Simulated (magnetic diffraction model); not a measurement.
## Solving a magnetic structure from powder neutron data: KNdTa₂O₇

Space group Amm2 (no. 38), a = 3.8990 Å, b = 3.9210 Å, c = 22.6200 Å.

| site | atom | x | y | z |
| --- | --- | --- | --- | --- |
| 2b | Ta | 1/2 | 1/2 | 0.1030 |
| 2b | Ta | 1/2 | 0 | 0.3973 |
| 2a | Nd | 0 | 1/2 | 0.4998 |
| 2a | K | 0 | 0 | 0.2348 |
| 2b | O | 1/2 | 1/2 | 0.0017 |
| 2b | O | 1/2 | 1/2 | 0.4172 |
| 2b | O | 1/2 | 0 | 0.0859 |
| 2b | O | 1/2 | 1/2 | 0.1862 |
| 2b | O | 1/2 | 0 | 0.3158 |
| 2a | O | 0 | 1/2 | 0.0845 |
| 2a | O | 0 | 0 | 0.4186 |

The compound is invented for this exercise: a known structure type with other elements, its cell scaled to their sizes and not relaxed.

Only Nd is taken to order (form factors of Nd3+); orders and moment sizes are assumed, and not adapted to the symmetry. Radiation: neutrons of λ = 2.41 Å, 5° to 50°; isotropic B of 0.4 Å² (Ta), 0.5 Å² (Nd), 0.56 Å² (K) and 0.86 Å² (O). Simulated constant-wavelength pattern: nuclear and magnetic terms add, the magnetic one as |2.695 fm × Σ f S⊥ exp(2πi Q·r) exp(−B s²)|², summed over all Q at one angle with the factor 1/(sin²θ cos θ). For collinear order S is the moment m, which repeats by lattice and centring translations R with the sign exp(−2πi k·R). Free-ion form factors, Sears's scattering lengths of 1992, no absorption; a label names one of the reflections at its angle. The strongest nuclear line in the range is 100, and lines under 0.2 are left out.

Above the ordering temperature:

```csv
2θ (°),index,I
12.23,(0 0 2),100.0
24.61,(0 0 4),4.7
36.00,(1 0 0),16.1
36.35,(0 1 1),15.5
37.28,(0 0 6),7.7
38.16,(1 0 2),0.5
40.53,(0 1 3),18.6
44.10,(1 0 4),18.8
47.99,(0 1 5),2.7
```

Below it (cell unchanged):

```
2θ (°)      I
 12.23  100.2
 24.61    4.8
 36.00   17.0
 36.35   17.2
 37.28    7.7
 38.16    1.9
 40.53   19.7
 44.10   19.6
 47.99    3.3
```

**Question.** Find the propagation vector, then choose among these models:
A. collinear moments along [010], 1.8 μB on Nd
B. collinear moments along [110], 1.8 μB on Nd
C. collinear moments along [101], 1.8 μB on Nd

No line moves, and magnetic intensity falls on nuclear lines such as the one at 36.35°, so the magnetic cell equals the chemical primitive cell: k = 0.

Magnetic intensity, observed (below minus above) and for each model:

| 2θ (°) | index | observed | A | B | C |
| --- | --- | --- | --- | --- | --- |
| 12.23 | (0 0 2) | 0.2 | 7.8 | 7.8 | 0.2 |
| 24.61 | (0 0 4) | 0.1 | 1.9 | 1.9 | 0.1 |
| 36.00 | (1 0 0) | 0.9 | 0.9 | 0.5 | 0.9 |
| 36.35 | (0 1 1) | 1.7 | <0.2 | 0.9 | 1.7 |
| 37.28 | (0 0 6) | <0.2 | 0.8 | 0.8 | <0.2 |
| 38.16 | (1 0 2) | 1.4 | 1.6 | 0.9 | 1.4 |
| 40.53 | (0 1 3) | 1.1 | 0.3 | 0.8 | 1.1 |
| 44.10 | (1 0 4) | 0.8 | 1.2 | 0.8 | 0.8 |

Model C matches.

The structure used: k = (0 0 0), collinear moments along [101], 1.8 μB on Nd.

[Logs are printed without paths, hosts, clocks, repeated set-up lines and the standing remarks that a program may print on its own settings, such as how far it seeks lower states.]
